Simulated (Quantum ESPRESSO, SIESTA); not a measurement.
# In-plane stress of rocksalt TaN under biaxial strain, QE, PBEsol

Calculated with Quantum ESPRESSO 7.5: PBEsol; plane waves, GBRV 1.5 ultrasoft, 50/300 Ry; k-mesh 7×7×7. The first two cell vectors are strained alike from typed lattice constants; the third vector's length and the atoms are relaxed. The typed cell isn't stress-free: at zero strain the reference's in-plane stress is -8.9 GPa, compression positive.

```
in-plane strain (%)  in-plane stress (GPa, compression positive)
                 -4                                        32.67
                 -3                                        20.62
                 -2                                            ?
                 -1                                       -0.256
                  0                                       -8.897
                 +1                                       -16.32
                 +2                                       -22.47
                 +3                                        -27.3
                 +4                                       -30.97
```

Task: Fit a second-order form in the logarithmic strain to the rows given and interpolate to the withheld row.

**Working.**

With u = ln[(1 + ε)/(1 + ε0)], counted from the row at ε0 = +0 % where y0 = -8.897, a second-order form y = y0 + a u + b u² makes v = (y − y0)/u a line in u.

```
         u         v
-0.0408220  -1018.25
-0.0304592  -969.067
-0.0100503  -859.772
0.00995033  -746.005
 0.0198026  -685.414
 0.0295588  -622.590
 0.0392207  -562.789
```

With n = 7: mean u = 0.00245728, mean v = -780.555, Σ(u − ū)² = 0.0055561, Σ(u − ū)(v − v̄) = 31.679. Slope b = 31.679 / 0.0055561 = 5701.7; intercept a = v̄ − b ū = -794.57.

At the withheld row u = -0.02020, v = a + b u = -909.8, and y = y0 + u v.

Prediction at -2: 9.483 GPa. The run gave 9.61 GPa, so the fit is low by 0.13 GPa (1.3 % of the value).

The first-order term gives a biaxial modulus of 795 GPa at ε0. The second-order term makes up 13 % of v at the withheld row. Among the rows given, the largest miss of the fit is at -4, by 0.37 GPa (0.58 % of the range of the table).

Limits: The nuclei are static. The DFT runs use Fermi–Dirac occupations of width 0.1 eV, and energies are free energies. Rocksalt TaN is a high-temperature or thin-film form, not the ground state.

[Logs are printed without paths, hosts, clocks, repeated set-up lines and the standing remarks that a program may print on its own settings, such as how far it seeks lower states.]

[Hosts, paths, dates, database ids (printed as entryN), source tags and the programs' standing remarks are cut or masked in the printed files.]
